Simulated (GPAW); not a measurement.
## Ballistic transport through a Si chain with an S atom on top of one atom, cheap and dear

Wanted: the zero-bias transmission of a Si chain with an S atom on top of one atom on a ladder of levels, with run times.

Calculated with GPAW 26.7.0; GPAW LCAO, PAW setups; Landauer transmission from Green's functions with principal layers (ASE), zero bias.

### Step 1. The structure

The cell holds 12 atoms: 11 Si and 1 S. Cell: a = 9.000 Å, b = 9.000 Å, c = 24.200 Å, α = 90.0°, β = 90.0°, γ = 90.0°. Regions: left lead, 5 atoms (5 Si); channel, 2 atoms (1 Si and 1 S); right lead, 5 atoms (5 Si). Vacuum lies along a and b. The structure is stacked along c, and the current runs across the ab planes.

### Step 2. Double-zeta polarised basis

The script solves lead and junction separately, takes H and S in the orbital basis, and joins semi-infinite leads through their self-energies; the dzp basis is the working standard.

The input, run.py:

```python
import json
import numpy as np
from ase import Atoms
from ase.transport.calculators import TransportCalculator
from gpaw import GPAW, FermiDirac
from gpaw.lcao.tools import get_lcao_hamiltonian
from scipy.linalg import eigh

# The junction with lead layers at both ends, along the third cell vector
device = Atoms(
    ['Si', 'Si', 'Si', 'Si', 'Si', 'Si', 'S', 'Si', 'Si', 'Si', 'Si', 'Si'],
    positions=[
        [4.50000, 4.50000, 1.10000],
        [4.50000, 4.50000, 3.30000],
        [4.50000, 4.50000, 5.50000],
        [4.50000, 4.50000, 7.70000],
        [4.50000, 4.50000, 9.90000],
        [4.50000, 4.50000, 12.10000],
        [6.43880, 4.50000, 12.10000],
        [4.50000, 4.50000, 14.30000],
        [4.50000, 4.50000, 16.50000],
        [4.50000, 4.50000, 18.70000],
        [4.50000, 4.50000, 20.90000],
        [4.50000, 4.50000, 23.10000]],
    cell=[[9.0, 0.0, 0.0], [0.0, 9.0, 0.0], [0.0, 0.0, 24.2]],
    pbc=True)

# One principal layer of the lead: the first 3 atoms of the device
lead = Atoms(
    ['Si', 'Si', 'Si'],
    positions=[
        [4.50000, 4.50000, 1.10000],
        [4.50000, 4.50000, 3.30000],
        [4.50000, 4.50000, 5.50000]],
    cell=[[9.0, 0.0, 0.0], [0.0, 9.0, 0.0], [0.0, 0.0, 6.6]],
    pbc=True)

settings = dict(mode='lcao', basis='dzp', xc='PBE', h=0.2,
                occupations=FermiDirac(0.1), maxiter=250,
                mixer=dict(beta=0.1, nmaxold=8, weight=100.0),
                convergence=dict(density=0.0001))
energies = np.arange(-2, 2 + 1e-9, 0.05)
eta = 0.0001
n1, n2 = 1, 1
# k and -k transmit alike, so half of the mesh across the current serves
mesh = [(i, j) for i in range(n1) for j in range(n2) if (i, j) <= (-i % n1, -j % n2)]
weights = np.array([1 if (i, j) == (-i % n1, -j % n2) else 2 for i, j in mesh]) / (n1 * n2)

# [... helper functions left out ...]
fermi_lead = ground_state(lead, (1, 1, 17), 'lead.txt')
fermi_device = ground_state(device, (1, 1, 3), 'device.txt')
# [... loop over the mesh left out, but for ...]
        # Shift the lead onto the potential of the device's first layer
        shift = ((H[:, 0, 0] - H0[:, 0, 0]) / S0[0, 0]).real.mean()
# [...]
kT = 8.617333e-5 * 500
bias = [0.1, 0.2, 0.5, 1.0, 1.5, 2.0]
# [... integrals and printing left out ...]
```

Started as:

```
$ OMP_NUM_THREADS=1 OPENBLAS_NUM_THREADS=1 python run.py
```

What it wrote:

```text
basis functions: device 156, principal layer 39
Fermi level: lead -3.9218 eV, device -3.7474 eV; lead shifted by -0.0031 eV
largest coupling past the next layer 5.06e-05 eV, largest misfit of the first layer 0.045 eV
  E-E_F (eV)   T (one spin)  [channel counts left out]
    -2.000    1.2337e-10
    -1.950    6.3190e-11
    -1.900    4.6171e-11
    -1.850    3.9974e-11
    -1.800    3.8348e-11
    -1.750    3.9604e-11
    -1.700    4.3475e-11
    -1.650    5.0490e-11
    -1.600    6.2061e-11
    -1.550    8.1263e-11
    -1.500    1.1609e-10
    -1.450    2.0280e-10
    -1.400    8.6136e-10
    -1.350    2.9580e-06
    -1.300    1.1334e-01
    -1.250    2.4971e-01
[...]
1.650    2.0520e+00
     1.700    2.0539e+00
     1.750    2.0552e+00
     1.800    2.0558e+00
     1.850    2.0561e+00
     1.900    2.0559e+00
     1.950    2.0553e+00
     2.000    2.0544e+00
conductance at 500 K: 1.3831 G0 a cell; thermopower -5.112 uV/K
current from the zero-bias T(E) at 0.1 V: 10.717 uA
current from the zero-bias T(E) at 0.2 V: 21.44 uA
current from the zero-bias T(E) at 0.5 V: 53.712 uA
current from the zero-bias T(E) at 1.0 V: 108.37 uA
current from the zero-bias T(E) at 1.5 V: 164.39 uA
current from the zero-bias T(E) at 2.0 V: 217.71 uA
```

It took 27 s on 1 thread of Arm Neoverse V2, shared host; peak memory 0.81 GiB.

This step gave:

```
conductance                                    : 1.383 G₀
thermopower                                    : -5.112 μV/K
largest coupling past the next principal layer : 5.06e-5 eV
largest misfit of the first principal layer    : 0.04512 eV
shift that aligns the lead                     : -0.003075 eV
basis functions of the junction                : 156
basis functions of a principal layer           : 39
transmission at the Fermi level (one spin)     : 1.382
```

One spin. Table of transmission, zone mean by energy, zero at the Fermi level:

energy (eV), transmission, zone mean and a bar:
```
   -2.000       0.00 
   -1.800       0.00 
   -1.600       0.00 
   -1.400       0.00 
   -1.200       0.41 ######
   -1.050       1.04 ###############
   -1.000       0.39 ######
   -0.800       1.06 ################
   -0.600       1.17 #################
   -0.400       1.21 ##################
   -0.200       1.27 ###################
    0.000       1.38 ####################
    0.200       1.50 ######################
    0.400       1.62 ########################
    0.600       1.73 #########################
    0.800       1.84 ###########################
    1.000       1.93 ############################
    1.200       1.99 #############################
    1.400       2.03 ##############################
    1.600       2.05 ##############################
    1.800       2.06 ##############################
    2.000       2.05 ##############################
```

Not self-consistent under bias; the bias window is split evenly. Current through one cell, from the zero-bias transmission against bias:

```tsv
bias (V)	current through one cell, from the zero-bias transmission (μA)
0.100	10.7
0.200	21.4
0.500	53.7
1.000	108
1.500	164
2.000	218
```

Transmission of the three most open eigenchannels against energy, zero at the Fermi level:

```tsv
energy (eV)	channel 1	channel 2	channel 3
-1.400	6.0e-10	1.7e-10	8.6e-11
-1.200	0.352	0.0593	2.1e-9
-1.000	0.314	0.0780	6.6e-7
-0.800	0.841	0.156	0.0659
-0.600	0.922	0.207	0.0367
-0.400	0.947	0.257	0.00367
-0.200	0.959	0.300	0.0151
0.000	0.967	0.322	0.0931
0.200	0.974	0.318	0.211
0.400	0.979	0.346	0.293
0.600	0.984	0.488	0.260
0.800	0.988	0.624	0.227
1.000	0.990	0.739	0.198
1.200	0.992	0.826	0.173
1.400	0.993	0.886	0.151
1.600	0.993	0.926	0.130
1.800	0.993	0.952	0.111
2.000	0.993	0.969	0.0921
```

Couplings past the next layer reach 5.1e-5 eV, small enough to drop; the matrix elements of the cell's first layer differ from the bulk lead's by up to 0.045 eV. That layer keeps its own values in the calculation, and only beyond it is the lead taken as perfect. The Fermi levels of lead and junction count from different zeros of potential, one for each periodic cell; with both set to zero, the small remaining shift is what aligns them. By hand: G = 1.383 × 77.48 μS = 107 μS, a resistance of 9.33 kΩ; at 0.1 V a linear junction would pass 10.7 μA, and the integral over the bias window gives 10.7 μA. Mott's formula, S = -(π²/3)(k_B²T/e) d ln T/dE, has the prefactor 12.2 μV/K·eV at 500 K; T = 1.353 at -0.05 eV and 1.412 at 0.05 eV give a slope of 0.429 per eV and S = -5.24 μV/K, beside -5.11 μV/K from the thermal integral, which interpolates the same grid.

### Step 3. Single-zeta polarised basis

The second zeta is dropped, the polarisation orbitals stay.

run.py: that of step 2 with these lines changed.

```diff
@@ -37,3 +37,3 @@
 
-settings = dict(mode='lcao', basis='dzp', xc='PBE', h=0.2,
+settings = dict(mode='lcao', basis='szp(dzp)', xc='PBE', h=0.2,
                 occupations=FermiDirac(0.1), maxiter=250,
```

What it wrote:

```text
basis functions: device 108, principal layer 27
Fermi level: lead -4.6866 eV, device -4.4477 eV; lead shifted by 0.0013 eV
largest coupling past the next layer 5.09e-05 eV, largest misfit of the first layer 0.055 eV
  E-E_F (eV)   T (one spin)  [channel counts left out]
    -2.000    2.3777e-10
    -1.950    1.2469e-10
    -1.900    9.4839e-11
    -1.850    8.6856e-11
    -1.800    8.9522e-11
    -1.750    1.0075e-10
    -1.700    1.2208e-10
    -1.650    1.5836e-10
    -1.600    2.1997e-10
    -1.550    3.2894e-10
    -1.500    5.3550e-10
    -1.450    9.6803e-10
    -1.400    2.0128e-09
    -1.350    5.1556e-09
    -1.300    1.9202e-08
    -1.250    2.0570e-07
[...]
1.650    2.0905e+00
     1.700    2.0929e+00
     1.750    2.0946e+00
     1.800    2.0956e+00
     1.850    2.0960e+00
     1.900    2.0959e+00
     1.950    2.0954e+00
     2.000    2.0945e+00
conductance at 500 K: 1.388 G0 a cell; thermopower -3.857 uV/K
current from the zero-bias T(E) at 0.1 V: 10.757 uA
current from the zero-bias T(E) at 0.2 V: 21.528 uA
current from the zero-bias T(E) at 0.5 V: 54.081 uA
current from the zero-bias T(E) at 1.0 V: 109.82 uA
current from the zero-bias T(E) at 1.5 V: 167.65 uA
current from the zero-bias T(E) at 2.0 V: 225.65 uA
```

The job ended after 22 s (1 thread; peak memory 0.79 GiB).

Numbers from this step:

```yaml
conductance: 1.388 G₀
thermopower: -3.857 μV/K
largest_coupling_past_the_next_principal_layer: 5.09e-5 eV
largest_misfit_of_the_first_principal_layer: 0.05505 eV
shift_that_aligns_the_lead: 0.001325 eV
basis_functions_of_the_junction: 108
basis_functions_of_a_principal_layer: 27
transmission_at_the_fermi_level_one_spin: 1.385
```

One spin. Table of transmission, zone mean by energy, zero at the Fermi level:

```tsv
energy (eV)	transmission, zone mean
-2.000	2.4e-10
-1.800	9.0e-11
-1.600	2.2e-10
-1.400	2.0e-9
-1.200	0.498
-1.000	1.02
-0.800	1.20
-0.600	1.27
-0.400	1.29
-0.200	1.32
0.000	1.39
0.200	1.49
0.400	1.60
0.600	1.72
0.800	1.84
1.000	1.94
1.200	2.02
1.400	2.06
1.600	2.09
1.800	2.10
2.000	2.09
```

Not self-consistent under bias; the bias window is split evenly. The current through one cell, from the zero-bias transmission by bias:

```tsv
bias (V)	current through one cell, from the zero-bias transmission (μA)
0.100	10.8
0.200	21.5
0.500	54.1
1.000	110
1.500	168
2.000	226
```

Transmission of the three most open eigenchannels against energy, zero at the Fermi level:

```tsv
energy (eV)	channel 1	channel 2	channel 3
-2.00	2.4e-10	0	0
-1.85	8.7e-11	0	0
-1.70	1.2e-10	0	0
-1.60	2.2e-10	0	0
-1.45	9.7e-10	0	0
-1.30	1.9e-8	6.3e-11	1.6e-11
-1.15	0.0623	0.0244	1.3e-5
-1.05	0.683	0.119	0.0937
-0.90	0.864	0.172	0.103
-0.75	0.918	0.208	0.0975
-0.60	0.941	0.245	0.0801
-0.50	0.949	0.271	0.0602
-0.35	0.958	0.314	0.0223
-0.20	0.965	0.351	1.8e-4
-0.05	0.970	0.375	0.0187
0.00	0.972	0.379	0.0344
0.05	0.973	0.382	0.0541
0.20	0.978	0.378	0.131
0.35	0.982	0.360	0.227
0.50	0.985	0.336	0.335
0.60	0.987	0.413	0.316
0.75	0.989	0.529	0.289
0.90	0.991	0.637	0.263
1.05	0.992	0.729	0.241
1.15	0.993	0.780	0.228
1.30	0.993	0.841	0.209
1.45	0.994	0.885	0.192
1.60	0.994	0.917	0.176
1.70	0.995	0.933	0.165
1.85	0.995	0.952	0.150
2.00	0.995	0.965	0.134
```

The conductance, 1.39 G₀, lies 0.4 % above that of the dzp run.

### Step 4. Minimal basis

The minimal basis is the cheapest rung: no second zeta and no polarisation.

run.py: that of step 3 with these lines changed.

```diff
@@ -37,3 +37,3 @@
 
-settings = dict(mode='lcao', basis='szp(dzp)', xc='PBE', h=0.2,
+settings = dict(mode='lcao', basis='sz(dzp)', xc='PBE', h=0.2,
                 occupations=FermiDirac(0.1), maxiter=250,
```

What it wrote:

```text
basis functions: device 48, principal layer 12
Fermi level: lead -4.7919 eV, device -4.6085 eV; lead shifted by 0.0089 eV
largest coupling past the next layer 5.12e-05 eV, largest misfit of the first layer 0.063 eV
  E-E_F (eV)   T (one spin)  [channel counts left out]
    -2.000    1.2149e-09
    -1.950    2.3141e-10
    -1.900    1.5325e-10
[...]
1.950    2.1710e+00
     2.000    2.1691e+00
conductance at 500 K: 1.5039 G0 a cell; thermopower -4.516 uV/K
current from the zero-bias T(E) at 0.1 V: 11.654 uA
current from the zero-bias T(E) at 0.2 V: 23.32 uA
current from the zero-bias T(E) at 0.5 V: 58.497 uA
current from the zero-bias T(E) at 1.0 V: 118.34 uA
current from the zero-bias T(E) at 1.5 V: 180.1 uA
current from the zero-bias T(E) at 2.0 V: 243.04 uA
```

Elapsed: 16 s, on 1 thread; peak memory 0.74 GiB.

This step gave:

```yaml
conductance: 1.504 G₀
thermopower: -4.516 μV/K
largest_coupling_past_the_next_principal_layer: 5.12e-5 eV
largest_misfit_of_the_first_principal_layer: 0.06282 eV
shift_that_aligns_the_lead: 0.008879 eV
basis_functions_of_the_junction: 48
basis_functions_of_a_principal_layer: 12
transmission_at_the_fermi_level_one_spin: 1.502
```

The conductance, 1.50 G₀, lies 8.7 % above that of the dzp run.

### Step 5. RPBE in the dzp basis: xc = "RPBE"

Back in the dzp basis, the functional changes from PBE to RPBE, to set the spread between functionals beside that between bases.

run.py: that of step 4 with these lines changed.

```diff
@@ -37,3 +37,3 @@
 
-settings = dict(mode='lcao', basis='sz(dzp)', xc='PBE', h=0.2,
+settings = dict(mode='lcao', basis='dzp', xc='RPBE', h=0.2,
                 occupations=FermiDirac(0.1), maxiter=250,
```

What it wrote:

```text
basis functions: device 156, principal layer 39
Fermi level: lead -3.8684 eV, device -3.6926 eV; lead shifted by -0.0043 eV
largest coupling past the next layer 4.99e-05 eV, largest misfit of the first layer 0.043 eV
  E-E_F (eV)   T (one spin)  [channel counts left out]
    -2.000    1.0903e-10
    -1.950    5.4891e-11
    -1.900    3.9699e-11
[...]
1.950    2.0521e+00
     2.000    2.0513e+00
conductance at 500 K: 1.3699 G0 a cell; thermopower -5.15 uV/K
current from the zero-bias T(E) at 0.1 V: 10.615 uA
current from the zero-bias T(E) at 0.2 V: 21.235 uA
current from the zero-bias T(E) at 0.5 V: 53.2 uA
current from the zero-bias T(E) at 1.0 V: 107.34 uA
current from the zero-bias T(E) at 1.5 V: 162.67 uA
current from the zero-bias T(E) at 2.0 V: 214.52 uA
```

The job ended after 27 s (1 thread; peak memory 0.81 GiB).

This step gave:

| Property | Result |
| --- | --- |
| conductance | 1.370 G₀ |
| thermopower | -5.150 μV/K |
| largest coupling past the next principal layer | 4.99e-5 eV |
| largest misfit of the first principal layer | 0.04333 eV |
| shift that aligns the lead | -0.004301 eV |
| basis functions of the junction | 156 |
| basis functions of a principal layer | 39 |
| transmission at the Fermi level (one spin) | 1.369 |

The conductance, 1.37 G₀, lies 1.0 % below that of the dzp run.

### Step 6. The ladder

Times are for 1 thread of Arm Neoverse V2, shared host. Results by setting:

```tsv
no.	run	conductance (G₀)	time	memory (GiB)
1	dzp	1.383	27 s	0.81
2	szp	1.388	22 s	0.79
3	sz	1.504	16 s	0.74
4	dzp RPBE	1.370	27 s	0.81
```

### Step 7. The levels side by side

The curves are compared point by point over the common energies.

This step: comparison of transmission and cost over codes and levels (GPAW 26.7.0).

Ladder, by row:

```tsv
step	code	T at the Fermi level (sum over the listed spins)	conductance (G0)	r.m.s. T(E) from the first	wall time (s)	peak memory (GiB)	threads
dzp	GPAW	1.382	1.383	0	26.91	0.81	1
szp	GPAW	1.385	1.388	0.1272	22.44	0.79	1
sz	GPAW	1.502	1.504	0.2026	16.44	0.74	1
dzp-RPBE	GPAW	1.369	1.37	0.07872	26.95	0.81	1
```

Transmission, zone mean, sum over the listed spins against energy, zero at the Fermi level:

```tsv
energy (eV)	dzp	szp	sz	dzp-RPBE
-2.0000	1.2e-10	2.4e-10	1.2e-9	1.1e-10
-1.7500	4.0e-11	1.0e-10	2.3e-10	3.3e-11
-1.5000	1.2e-10	5.4e-10	7.9e-9	8.8e-11
-1.2500	0.250	2.1e-7	0.798	0.242
-1.0500	1.04	0.896	1.19	1.01
-1.0000	0.392	1.02	1.23	0.939
-0.7500	1.10	1.22	1.32	1.07
-0.5000	1.19	1.28	1.35	1.17
-0.2500	1.25	1.31	1.39	1.24
0.0000	1.38	1.39	1.50	1.37
0.2500	1.53	1.51	1.65	1.52
0.5000	1.68	1.66	1.79	1.67
0.7500	1.81	1.81	1.92	1.81
1.0000	1.93	1.94	2.03	1.92
1.2500	2.00	2.03	2.12	2.00
1.5000	2.04	2.08	2.16	2.04
1.7500	2.06	2.09	2.17	2.05
2.0000	2.05	2.09	2.17	2.05
```

### Step 8. Smearing 0.3, basis szp(dzp), k-points along the lead 4

Smearing helps the SCF of a metal converge, but it blurs occupations at band edges near the Fermi level. A smaller basis is cheaper in every inversion. The lead's own mesh along the current sets its density and potential; where the lead is aligned to the junction's end layer, a rigid shift drops out.

This step: GPAW LCAO, PAW setups; Landauer transmission from Green's functions with principal layers (ASE), zero bias (GPAW 26.7.0).

run.py: that of step 5 with these lines changed.

```diff
@@ -37,4 +37,4 @@
 
-settings = dict(mode='lcao', basis='dzp', xc='RPBE', h=0.2,
-                occupations=FermiDirac(0.1), maxiter=250,
+settings = dict(mode='lcao', basis='szp(dzp)', xc='PBE', h=0.2,
+                occupations=FermiDirac(0.3), maxiter=250,
                 mixer=dict(beta=0.1, nmaxold=8, weight=100.0),
@@ -49,3 +49,3 @@
 # [... helper functions left out ...]
-fermi_lead = ground_state(lead, (1, 1, 17), 'lead.txt')
+fermi_lead = ground_state(lead, (1, 1, 4), 'lead.txt')
 fermi_device = ground_state(device, (1, 1, 3), 'device.txt')
```

What it wrote:

```text
basis functions: device 108, principal layer 27
Fermi level: lead -4.5820 eV, device -4.3641 eV; lead shifted by 0.0558 eV
largest coupling past the next layer 5.09e-05 eV, largest misfit of the first layer 0.039 eV
  E-E_F (eV)   T (one spin)  [channel counts left out]
    -2.000    1.9074e-10
    -1.950    1.1995e-10
    -1.900    1.0017e-10
    -1.850    9.7904e-11
    -1.800    1.0655e-10
    -1.750    1.2622e-10
    -1.700    1.6116e-10
    -1.650    2.2133e-10
    -1.600    3.2829e-10
    -1.550    5.3152e-10
    -1.500    9.5835e-10
    -1.450    1.9963e-09
    -1.400    5.1776e-09
    -1.350    2.0311e-08
    -1.300    3.1147e-07
    -1.250    7.2797e-01
[...]
1.650    2.0845e+00
     1.700    2.0872e+00
     1.750    2.0891e+00
     1.800    2.0904e+00
     1.850    2.0912e+00
     1.900    2.0915e+00
     1.950    2.0914e+00
     2.000    2.0909e+00
conductance at 500 K: 1.3637 G0 a cell; thermopower -3.266 uV/K
current from the zero-bias T(E) at 0.1 V: 10.571 uA
current from the zero-bias T(E) at 0.2 V: 21.168 uA
current from the zero-bias T(E) at 0.5 V: 53.36 uA
current from the zero-bias T(E) at 1.0 V: 109.33 uA
current from the zero-bias T(E) at 1.5 V: 168.43 uA
current from the zero-bias T(E) at 2.0 V: 228.44 uA
```

Run time: 22 s. Hardware: 1 thread; peak memory 0.8 GiB.

The run finished with changed settings (width = 0.3, basis = "szp(dzp)" and lead_nz = 4); it serves as a test.

The two runs compared:

```tsv
quantity	this run	sound run	difference
conductance (G₀)	1.3637	1.3831	-0.0194
thermopower (μV/K)	-3.2658	-5.1118	1.85
largest coupling past the next principal layer (eV)	5.092e-5	5.055e-5	3.7e-7
largest misfit of the first principal layer (eV)	0.039413	0.045123	-0.00571
shift that aligns the lead (eV)	0.055774	-0.0030745	0.0588
basis functions of the junction	108	156	-48
basis functions of a principal layer	27	39	-12
transmission at the Fermi level (one spin)	1.3592	1.3823	-0.0232
```

The two runs differ clearly in the thermopower: -3.27 μV/K against -5.11 μV/K.

### Step 9. A second varied run

A last run, with other settings again.

run.py: that of step 8 with these lines changed.

```diff
@@ -37,4 +37,4 @@
 
-settings = dict(mode='lcao', basis='szp(dzp)', xc='PBE', h=0.2,
-                occupations=FermiDirac(0.3), maxiter=250,
+settings = dict(mode='lcao', basis='dzp', xc='pbe96', h=0.2,
+                occupations=FermiDirac(0.1), maxiter=75,
                 mixer=dict(beta=0.1, nmaxold=8, weight=100.0),
@@ -49,3 +49,3 @@
 # [... helper functions left out ...]
-fermi_lead = ground_state(lead, (1, 1, 4), 'lead.txt')
+fermi_lead = ground_state(lead, (1, 1, 17), 'lead.txt')
 fermi_device = ground_state(device, (1, 1, 3), 'device.txt')
```

What it wrote:

```text
NameError: Unknown functional: pbe96.
```

It took 0.58 s on 1 thread; peak memory 0.1 GiB.

The input was rejected at the start.

The program's message: “NameError: Unknown functional: pbe96.”

The change that led to it: xc = "pbe96".

### Step 10. Outcome

| Item | Value |
| --- | --- |
| conductance | 1.38 G₀ |
| transmission at the Fermi level, mean of the spins | 1.38 |
| thermopower | -5.11 μV/K |

What this shows: In the dzp basis the junction conducts 1.38 G₀ at 500 K, with T = 1.38 a spin at the Fermi level; the sz basis reaches that conductance within 10 %. At the Fermi level the three most open eigenchannels pass 0.97, 0.32 and 0.093. The negative thermopower says that the thermally weighted transmission is larger above the Fermi level, as for electron-like transport. Measured against the first run (dzp), the nearest curve is that of dzp-RPBE (r.m.s. 0.079) and the farthest that of sz (0.20). Over the compared runs wall time goes from 16 s (sz) to 27 s (dzp-RPBE), on a shared host. The geometry was built from estimated bond lengths and not relaxed, so the numbers describe this model structure. An evenly spaced straight chain is an idealisation: free chains tend to dimerise, zigzag or, where a band edge lies near the Fermi level, turn magnetic. The currents use the zero-bias T(E) throughout, which holds only while the bias is small against the distance to the nearest feature.

[Logs are printed without paths, hosts, clocks, repeated set-up lines and the standing remarks that a program may print on its own settings, such as how far it seeks lower states.]

[Hosts, paths, dates, database ids (printed as entryN), source tags and the programs' standing remarks are cut or masked in the printed files.]
